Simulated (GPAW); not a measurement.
# How all numerical settings together moves the magnetism of linear Fe chain, spacing 2.318 A

Two starts of linear Fe chain, spacing 2.318 A are run at each rung of all numerical settings together. Which rung is enough?

Method: PBE; plane waves with GPAW's PAW setups, scalar-relativistic, in GPAW 26.7.0.

## (1) Starting point

The cell holds 1 atom: 1 Fe. Cell: a = 12.000 Å, b = 12.000 Å, c = 2.318 Å, α = 90.0°, β = 90.0°, γ = 90.0°. model lattice. Vacuum lies along a and b. The structure's axis is c.

## (2) Rung 1 (280 eV, mesh 1×1×6), start ferro +

Several settings change at once from rung to rung, from a quick look to a careful run; the headings and inputs name them.

Contents of order1.py:

```python
import json
import numpy as np
from ase import Atoms
from ase.parallel import paropen, parprint
from gpaw import GPAW

atoms = Atoms(['Fe'],
    cell=[[12.0, 0.0, 0.0],
         [0.0, 12.0, 0.0],
         [0.0, 0.0, 2.318]],
    scaled_positions=[[0.5, 0.5, 0.0]],
    pbc=True,
    magmoms=[2.8])
atoms.calc = GPAW(mode={'name': 'pw', 'ecut': 280},
    xc='PBE',
    kpts={'size': (1, 1, 6), 'gamma': True},
    occupations={'name': 'fermi-dirac', 'width': 0.2},
    convergence={'density': 1e-05, 'energy': 1e-05},
    maxiter=200,
    symmetry={'tolerance': 1e-4},
    txt='order1.txt')
e = atoms.get_potential_energy(force_consistent=True)
res = {'free_energy': e, 'energy_sigma0': atoms.get_potential_energy(), 'fermi_energy': atoms.calc.get_fermi_level()}
res['moments'] = atoms.get_magnetic_moments().tolist()
res['total'] = atoms.get_magnetic_moment()
parprint('site moments (muB):', np.round(res['moments'], 3))
parprint(f"total moment: {res['total']:.3f} muB")
parprint(f'free energy: {e:.6f} eV')
atoms.calc.write('order1.gpw')
with paropen('results.json', 'w') as f:
    json.dump(res, f)
```

Command:

```console
OMP_NUM_THREADS=1 python3 order1.py > order1.log
```

Numbers of over 12 decimals in the logs are rounded to 6 here.

Log:

```text
site moments (muB): [3.07]
total moment: 3.556 muB
free energy: -5.603902 eV

--- order1.txt ---
Input parameters:
  mode=PW(ecut=280),
  convergence={'density': 1e-05, 'energy': 1e-05},
  kpts=MonkhorstPack(size=(1, 1, 6), gamma=True),
  maxiter=200,
  occupations=Occupations(name='fermi-dirac', width=0.2),
  symmetry=Symmetry(tolerance=0.0001),
  xc=XC(name='PBE')

Diagonalizing LCAO Hamiltonian
Converting LCAO to pw mode
        .----------------------------.
       /|                            |
      / |                            |
     /  .----------------------------.
    /  /                            /
   /  /                            /
  /  /                            /
 *  /              Fe            /
 | /                            /
 |/                            /
 *----------------------------*

Atoms  # Å, Bohr magnetons
|   | symbol |        x |        y |        z |    initial magnetic moments |
|---|--------|----------|----------|----------|-----------------------------|
| 0 |     Fe | 6.000000 | 6.000000 | 0.000000 | ( 0.0000,  0.0000,  2.8000) |

Unit cell  # Å
| periodic |         x |         y |        z |   lengths |    angles |
|----------|-----------|-----------|----------|-----------|-----------|
|      yes | 12.000000 |  0.000000 | 0.000000 | 12.000000 | 90.000000 |
|      yes |  0.000000 | 12.000000 | 0.000000 | 12.000000 | 90.000000 |
|      yes |  0.000000 |  0.000000 | 2.318000 |  2.318000 | 90.000000 |

Number of symmetries: 16

BZ-sampling:
  Number of BZ points: 6
  Number of IBZ points: 4

  Monkhorst-Pack size: [1, 1, 6]
  Monkhorst-Pack shift: [0.0, 0.0, 0.083333]

Plane wave coefficients: 3606
Cutoff: 280.0 eV

Spin-components: 2 (collinear spins)
Bands:           9
Projectors:      6
Spin-degeneracy: 1
Datatype:        complex128

Parallelization:
  kpt:    1
  domain: 1
  band:   1

Density:
  Valence electrons: 8.0
  Components: 2
  Grid points: [48 48  9]
  Charge: 0.0  # |e|

Potential:
  Grid points: [48 48  9]

[... setups left out ...]
Reference energy: -34619.454600  # eV

eigensolver:
  PPCG
  Converge bands: occupied
  niter=2

density mixing:
  MSR1-Mixer
  Pratt-step length: 0.05
  Maximum mixing coefficient: 0.75
  Old densities: 10
  SVD Regularization: 0.005
  Good broyden scale: 1.0
  Trust region scale: 1.0
  Backstep threshold: 4.0
  History deletion threshold: 6.0
  Fourier metric: weight=20.0, sigma=0.015

occupation numbers:
  Fermi-Dirac:
    width: 0.2000  # eV

poisson solver:
  ecut: 2240.0  # eV

xc functional:
  name: PBE with 2 nearest neighbor stencil

convergence criteria:
- Maximum integral of absolute [dens]ity change: 1e-05 electrons / valence electron
- Maximum [total energy] change in last 3 cyles: 1e-05 eV / valence electron
- Maximum integral of absolute [eigenst]ate change: 4e-08 eV^2 / valence electron
maximum number of iterations: 200

SCF iterations
|iter     |      energy | eigst |  dens |  magmom |
|---------|-------------|-------|-------|---------|
|iter:   1|       0s |   -6.152567 | -0.16 |       |  +2.8050|
|iter:   2|       0s |   -5.832477 | -1.36 | -0.63 |  +2.8147|
|iter:   3|       1s |   -5.400794 | -0.73 | -0.70 |  +2.9020|
|iter:   4|       1s |   -5.408641 | -1.93 | -0.95 |  +3.0905|
|iter:   5|       1s |   -5.438811 | -2.18 | -1.17 |  +3.3726|
|iter:   6|       2s |   -5.447868 | -2.95 | -1.64 |  +3.4990|
|iter:   7|       2s |   -5.449569 | -3.76 | -2.15 |  +3.5459|
|iter:   8|       2s |   -5.449509 | -4.49 | -2.63 |  +3.5522|
|iter:   9|       3s |   -5.449507c| -5.30 | -3.23 |  +3.5564|
|iter:  10|       3s |   -5.449526c| -6.42 | -3.75 |  +3.5561|
|iter:  11|       3s |   -5.449542c| -6.76 | -4.00 |  +3.5558|
|iter:  12|       3s |   -5.449545c| -7.36 | -4.22 |  +3.5560|
|iter:  13|       4s |   -5.449542c| -7.74c| -4.45 |  +3.5560|
|iter:  14|       4s |   -5.449542c| -7.54c| -4.67 |  +3.5560|
|iter:  15|       4s |   -5.449543c| -8.29c| -5.09c|  +3.5560|

Converged in 15 steps
Energy contributions relative to reference atoms: (reference = -34619.454600)

Energy contributions:
  Kinetic:          16.385582
  Coulomb:         -13.675693
  Zero:              0.404001
  External:          0.000000
  Xc:               -8.409073
  Entropy:          -0.308719
  Spinorbit:         0.000000
  ----------------------------
  Free energy:      -5.603902
  Extrapolated:     -5.449543

dipole moment: (-0.000059, -0.000059, -5.608526)  # |e|*Ang

Total magnetic moment: (0.000000, 0.000000, 3.555965)

Local magnetic moments
|        x |        y |        z |
|----------|----------|----------|
| 0.000000 | 0.000000 | 3.069578 |  # Fe   0

Fermi level: -3.397
Eigenvalues  # (at kpt = [0.000, 0.000, 0.000])
| band index |      eig [eV] | occ [0-1] |      eig [eV] | occ [0-1] |
|------------|---------------|-----------|---------------|-----------|
|          0 |        -8.206 |     1.000 |        -6.625 |     1.000 |
|          1 |        -6.501 |     1.000 |        -3.958 |     0.943 |
|          2 |        -6.496 |     1.000 |        -3.344 |     0.434 |
|          3 |        -6.081 |     1.000 |        -3.333 |     0.421 |
|          4 |        -4.573 |     0.997 |        -1.673 |     0.000 |
|          5 |        -4.573 |     0.997 |        -1.673 |     0.000 |
|          6 |        -2.321 |     0.005 |        -1.664 |     0.000 |
|          7 |        -2.321 |     0.005 |        -1.664 |     0.000 |
|          8 |         0.160 |     0.000 |         0.199 |     0.000 |

No gap
No difference between direct/indirect transitions
```

Wall time 7.3 s (1 MPI rank of Intel Xeon Platinum 8559C (Emerald Rapids), shared host); peak memory 0.18 GiB.

This step gave:

* magnetization: 3.556 μB
* final state: ferromagnetic
* largest moment: 3.070 μB

After 15 cycles the largest moment stands at 3.07 μB.

## (3) Rung 1 (280 eV, mesh 1×1×3), start antiferro q=(0,0,1/2) +-

The second start gives the energy difference between the two end states, the quantity that is followed up the ladder. Its q is in fractions of the reciprocal vectors of the first run's cell.

order2.py is the script of step 2 with these lines changed:

```diff
@@ -6,12 +6,13 @@
 
-atoms = Atoms(['Fe'],
+atoms = Atoms(['Fe', 'Fe'],
     cell=[[12.0, 0.0, 0.0],
          [0.0, 12.0, 0.0],
-         [0.0, 0.0, 2.318]],
-    scaled_positions=[[0.5, 0.5, 0.0]],
+         [0.0, 0.0, 4.636]],
+    scaled_positions=[[0.5, 0.5, 0.0],
+         [0.5, 0.5, 0.5]],
     pbc=True,
-    magmoms=[2.8])
+    magmoms=[2.8, -2.8])
 atoms.calc = GPAW(mode={'name': 'pw', 'ecut': 280},
     xc='PBE',
-    kpts={'size': (1, 1, 6), 'gamma': True},
+    kpts={'size': (1, 1, 3), 'gamma': True},
     occupations={'name': 'fermi-dirac', 'width': 0.2},
@@ -20,3 +21,3 @@
     symmetry={'tolerance': 1e-4},
-    txt='order1.txt')
+    txt='order2.txt')
 e = atoms.get_potential_energy(force_consistent=True)
@@ -28,3 +29,3 @@
 parprint(f'free energy: {e:.6f} eV')
-atoms.calc.write('order1.gpw')
+atoms.calc.write('order2.gpw')
 with paropen('results.json', 'w') as f:
```

Command:

```console
OMP_NUM_THREADS=1 python3 order2.py > order2.log
```

Log:

```text
site moments (muB): [ 2.702 -2.702]
total moment: 0.000 muB
free energy: -10.750813 eV

--- order2.txt ---
Input parameters:
  mode=PW(ecut=280),
  convergence={'density': 1e-05, 'energy': 1e-05},
  kpts=MonkhorstPack(size=(1, 1, 3), gamma=True),
  maxiter=200,
  occupations=Occupations(name='fermi-dirac', width=0.2),
  symmetry=Symmetry(tolerance=0.0001),
  xc=XC(name='PBE')

Diagonalizing LCAO Hamiltonian
Converting LCAO to pw mode
        .----------------------------.
       /|                            |
      / |                            |
     /  |                            |
    /   |                            |
   /    |                            |
  /     .----------------------------.
 *     /           Fe               /
 |    /                            /
 |   /                            /
 |  /              Fe            /
 | /                            /
 |/                            /
 *----------------------------*

Atoms  # Å, Bohr magnetons
|   | symbol |        x |        y |        z |    initial magnetic moments |
|---|--------|----------|----------|----------|-----------------------------|
| 0 |     Fe | 6.000000 | 6.000000 | 0.000000 | ( 0.0000,  0.0000,  2.8000) |
| 1 |     Fe | 6.000000 | 6.000000 | 2.318000 | ( 0.0000,  0.0000, -2.8000) |

Number of symmetries: 16

BZ-sampling:
  Number of BZ points: 3
  Number of IBZ points: 2

  Monkhorst-Pack size: [1, 1, 3]
  Monkhorst-Pack shift: [0, 0, 0]

Plane wave coefficients: 7153
Cutoff: 280.0 eV

Spin-components: 2 (collinear spins)
Bands:           14
Projectors:      12
Spin-degeneracy: 1
Datatype:        complex128

[...]
|iter:  42|      24s |  -10.284982c| -6.37 | -4.01 |  +0.0000|
|iter:  43|      24s |  -10.285038c| -6.20 | -4.06 |  +0.0000|
|iter:  44|      25s |  -10.285073c| -6.64 | -4.55 |  +0.0000|
|iter:  45|      26s |  -10.285086c| -7.49c| -4.32 |  +0.0000|
|iter:  46|      26s |  -10.285090c| -7.45c| -5.52c|  +0.0000|

Converged in 46 steps
Energy contributions relative to reference atoms: (reference = -69238.909200)

Energy contributions:
  Kinetic:          29.407227
  Coulomb:         -24.254551
  Zero:              0.807937
  External:          0.000000
  Xc:              -15.779981
  Entropy:          -0.931446
  Spinorbit:         0.000000
  ----------------------------
  Free energy:     -10.750813
  Extrapolated:    -10.285090

dipole moment: (-0.000118, -0.000118, -11.217285)  # |e|*Ang

Total magnetic moment: (0.000000, 0.000000, 0.000000)

Local magnetic moments
|        x |        y |         z |
|----------|----------|-----------|
| 0.000000 | 0.000000 |  2.701585 |  # Fe   0
| 0.000000 | 0.000000 | -2.701586 |  # Fe   1

Fermi level: -3.336
Eigenvalues  # (at kpt = [0.000, 0.000, 0.000])
| band index |      eig [eV] | occ [0-1] |      eig [eV] | occ [0-1] |
|------------|---------------|-----------|---------------|-----------|
|          0 |        -7.600 |     1.000 |        -7.600 |     1.000 |
|          1 |        -6.160 |     1.000 |        -6.160 |     1.000 |
|          2 |        -6.150 |     1.000 |        -6.150 |     1.000 |
|          3 |        -6.150 |     1.000 |        -6.150 |     1.000 |
|          4 |        -6.117 |     1.000 |        -6.117 |     1.000 |
[...]
|         10 |        -2.623 |     0.027 |        -2.623 |     0.027 |
|         11 |        -2.006 |     0.001 |        -2.006 |     0.001 |
|         12 |        -2.006 |     0.001 |        -2.006 |     0.001 |
|         13 |        -0.262 |     0.000 |        -0.262 |     0.000 |

No gap
No difference between direct/indirect transitions
```

Run time: 30 s. Hardware: 1 MPI rank; peak memory 0.24 GiB.

This step gave:

```
magnetization  : 0 μB
final state    : antiferromagnetic
largest moment : 2.702 μB
```

This start lies +228.5 meV a seeded atom from the first; its largest moment is 2.70 μB.

## (4) Rung 2 (380 eV, mesh 1×1×8), start ferro +

order1.py is the script of step 2 with these lines changed:

```diff
@@ -13,6 +13,6 @@
     magmoms=[2.8])
-atoms.calc = GPAW(mode={'name': 'pw', 'ecut': 280},
+atoms.calc = GPAW(mode={'name': 'pw', 'ecut': 380},
     xc='PBE',
-    kpts={'size': (1, 1, 6), 'gamma': True},
-    occupations={'name': 'fermi-dirac', 'width': 0.2},
+    kpts={'size': (1, 1, 8), 'gamma': True},
+    occupations={'name': 'fermi-dirac', 'width': 0.15},
     convergence={'density': 1e-05, 'energy': 1e-05},
```

Command:

```console
OMP_NUM_THREADS=1 python3 order1.py > order1.log
```

Log:

```text
site moments (muB): [2.986]
total moment: 3.252 muB
free energy: -5.740153 eV

--- order1.txt ---
Input parameters:
  mode=PW(ecut=380),
  convergence={'density': 1e-05, 'energy': 1e-05},
  kpts=MonkhorstPack(size=(1, 1, 8), gamma=True),
  maxiter=200,
  occupations=Occupations(name='fermi-dirac', width=0.15),
  symmetry=Symmetry(tolerance=0.0001),
  xc=XC(name='PBE')

Diagonalizing LCAO Hamiltonian
[...]
|          3 |        -5.983 |     1.000 |        -3.340 |     0.392 |
|          4 |        -4.455 |     0.999 |        -1.804 |     0.000 |
|          5 |        -4.455 |     0.999 |        -1.804 |     0.000 |
|          6 |        -2.220 |     0.000 |        -1.689 |     0.000 |
|          7 |        -2.220 |     0.000 |        -1.689 |     0.000 |
|          8 |         0.171 |     0.000 |         0.171 |     0.000 |

No gap
No difference between direct/indirect transitions


[key lines of the parts left out:]
Free energy:      -5.740153
Converged in 16 steps
dipole moment: (-0.000059, -0.000059, -5.601485)  # |e|*Ang
Fermi level: -3.406
```

The job ended after 11 s (1 MPI rank; peak memory 0.22 GiB).

This step gave:

- magnetization: 3.252 μB
- final state: ferromagnetic
- largest moment: 2.986 μB

The largest moment moves by -0.08 μB from rung 1, at 1.5 times its CPU time.

## (5) Rung 2 (380 eV, mesh 1×1×4), start antiferro q=(0,0,1/2) +-

order2.py is the script of step 3 with these lines changed:

```diff
@@ -14,6 +14,6 @@
     magmoms=[2.8, -2.8])
-atoms.calc = GPAW(mode={'name': 'pw', 'ecut': 280},
+atoms.calc = GPAW(mode={'name': 'pw', 'ecut': 380},
     xc='PBE',
-    kpts={'size': (1, 1, 3), 'gamma': True},
-    occupations={'name': 'fermi-dirac', 'width': 0.2},
+    kpts={'size': (1, 1, 4), 'gamma': True},
+    occupations={'name': 'fermi-dirac', 'width': 0.15},
     convergence={'density': 1e-05, 'energy': 1e-05},
```

Command:

```console
OMP_NUM_THREADS=1 python3 order2.py > order2.log
```

Log:

```text
site moments (muB): [ 2.735 -2.735]
total moment: 0.000 muB
free energy: -11.038127 eV

--- order2.txt ---
Input parameters:
  mode=PW(ecut=380),
  convergence={'density': 1e-05, 'energy': 1e-05},
  kpts=MonkhorstPack(size=(1, 1, 4), gamma=True),
  maxiter=200,
  occupations=Occupations(name='fermi-dirac', width=0.15),
  symmetry=Symmetry(tolerance=0.0001),
  xc=XC(name='PBE')

Diagonalizing LCAO Hamiltonian
[...]
|          3 |        -6.126 |     1.000 |        -6.126 |     1.000 |
|          4 |        -6.126 |     1.000 |        -6.126 |     1.000 |
[...]
|         10 |        -2.547 |     0.007 |        -2.548 |     0.007 |
|         11 |        -2.008 |     0.000 |        -2.008 |     0.000 |
|         12 |        -2.008 |     0.000 |        -2.008 |     0.000 |
|         13 |        -0.237 |     0.000 |        -0.237 |     0.000 |

No gap
No difference between direct/indirect transitions


[key lines of the parts left out:]
Free energy:     -11.038127
Converged in 47 steps
dipole moment: (-0.000118, -0.000118, -11.219149)  # |e|*Ang
Fermi level: -3.299
```

It took 55 s on 1 MPI rank; peak memory 0.31 GiB.

This step gave:

- magnetization: 0 μB
- final state: antiferromagnetic
- largest moment: 2.735 μB

This start lies +221.1 meV a seeded atom from the first, a change of -7.4 meV since rung 1; its largest moment is 2.73 μB.

## (6) Rung 3 (500 eV, mesh 1×1×10), start ferro +

order1.py is the script of step 4 with these lines changed:

```diff
@@ -13,6 +13,6 @@
     magmoms=[2.8])
-atoms.calc = GPAW(mode={'name': 'pw', 'ecut': 380},
+atoms.calc = GPAW(mode={'name': 'pw', 'ecut': 500},
     xc='PBE',
-    kpts={'size': (1, 1, 8), 'gamma': True},
-    occupations={'name': 'fermi-dirac', 'width': 0.15},
+    kpts={'size': (1, 1, 10), 'gamma': True},
+    occupations={'name': 'fermi-dirac', 'width': 0.1},
     convergence={'density': 1e-05, 'energy': 1e-05},
```

Command:

```console
OMP_NUM_THREADS=1 python3 order1.py > order1.log
```

Log:

```text
site moments (muB): [3.08]
total moment: 3.400 muB
free energy: -5.795374 eV

--- order1.txt ---
Input parameters:
  mode=PW(ecut=500),
  convergence={'density': 1e-05, 'energy': 1e-05},
  kpts=MonkhorstPack(size=(1, 1, 10), gamma=True),
  maxiter=200,
  occupations=Occupations(name='fermi-dirac', width=0.1),
  symmetry=Symmetry(tolerance=0.0001),
  xc=XC(name='PBE')

Diagonalizing LCAO Hamiltonian
[...]
|          3 |        -6.086 |     1.000 |        -3.456 |     0.473 |
|          4 |        -4.701 |     1.000 |        -1.802 |     0.000 |
|          5 |        -4.701 |     1.000 |        -1.802 |     0.000 |
|          6 |        -2.261 |     0.000 |        -1.778 |     0.000 |
|          7 |        -2.261 |     0.000 |        -1.778 |     0.000 |
|          8 |         0.172 |     0.000 |         0.181 |     0.000 |

No gap
No difference between direct/indirect transitions


[key lines of the parts left out:]
Free energy:      -5.795374
Converged in 23 steps
dipole moment: (-0.000059, -0.000059, -5.612841)  # |e|*Ang
Fermi level: -3.467
```

It took 21 s on 1 MPI rank; peak memory 0.27 GiB.

This step gave:

* magnetization: 3.400 μB
* final state: ferromagnetic
* largest moment: 3.080 μB

The largest moment moves by +0.09 μB from rung 2, at 2.0 times its CPU time.

[end of part 1 of 2]

[Logs and program files are shortened in this print: banners, set-up blocks, solver, clock and traceback lines can be left out without a mark of their own.]

[Logs are printed without paths, hosts, clocks, repeated set-up lines and the standing remarks that a program may print on its own settings, such as how far it seeks lower states.]

[Hosts, paths, dates, database ids (printed as entryN), source tags and the programs' standing remarks are cut or masked in the printed files.]

[Where a cell is said to come from a database of computed structures, the database is the Materials Project.]
